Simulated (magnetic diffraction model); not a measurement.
# Moment size from magnetic intensity in TmSn3C4O12

Space group R32 (no. 155), a = 10.1810 Å, c = 7.9380 Å.

```csv
site,atom,x,y,z
3b,Tm,0,0,1/2
9e,Sn,0.5579,0,1/2
9d,O,0.2601,1/3,1/3
9d,O,0.5181,1/3,1/3
18f,O,0.7860,0.8190,0.7058
3a,C,0,0,0
9d,C,0.1066,1/3,1/3
```

This is a made-up structure (elements placed in a structure type, unrelaxed), so the numbers test the method and describe no known phase.

Only Tm is taken to order (form factors of Tm3+); orders and moment sizes are assumed, and not adapted to the symmetry. Radiation: neutrons of λ = 2.567 Å, 8° to 70°; isotropic B of 0.49 Å² (Tm), 0.52 Å² (Sn), 0.74 Å² (O) and 0.77 Å² (C). Simulated constant-wavelength pattern: nuclear and magnetic terms add, the magnetic one as |2.695 fm × Σ f S⊥ exp(2πi Q·r) exp(−B s²)|², summed over all Q at one angle with the factor 1/(sin²θ cos θ). For collinear order S is the moment m, which repeats by lattice and centring translations R with the sign exp(−2πi k·R). Free-ion form factors, Sears's scattering lengths of 1992, no absorption; a label names one of the reflections at its angle. The strongest nuclear line in the range is 100, and lines under 0.2 are left out.

In a first state the assumed order is k = (1/2 0 1/2), collinear moments along [001], 3.9 μB on Tm, with this pattern:

```csv
2θ (°),index,nuclear,magnetic
12.49,(1/2 0 1/2),0.0,6.8
24.11,(1/2 1 -1/2),0.0,6.8
25.13,(1 0 1),2.1,0.0
29.21,(1 1 0),2.0,0.0
31.73,(1/2 -1 3/2),0.0,1.0
31.88,(3/2 -2 1/2),0.0,4.2
38.09,(3/2 0 3/2),0.0,1.4
38.22,(3/2 1 1/2),0.0,3.0
38.91,(0 2 1),2.2,0.0
41.54,(0 1 2),0.6,0.0
43.78,(5/2 0 -1/2),0.0,1.1
48.71,(1/2 2 3/2),0.0,2.5
48.82,(1/2 -3 1/2),0.0,1.8
49.38,(2 1 1),25.9,0.0
51.59,(2 0 2),100.0,0.0
51.79,(3 0 0),2.3,0.0
```
(The table stops after 16 lines; 15 more lie at higher angle.)

**Question.** Nearer the ordering temperature the line at 24.11° has total intensity 1.7 on the same scale, and all moments have shrunk alike. How large is the Tm moment?

The nuclear part, 0.0, stays, so the magnetic part is 1.7 against 6.8. It goes as m², so m = 3.9 × √(1.7/6.8) = 1.95 μB; the value used was 1.95 μB.

[Logs are printed without paths, hosts, clocks, repeated set-up lines and the standing remarks that a program may print on its own settings, such as how far it seeks lower states.]
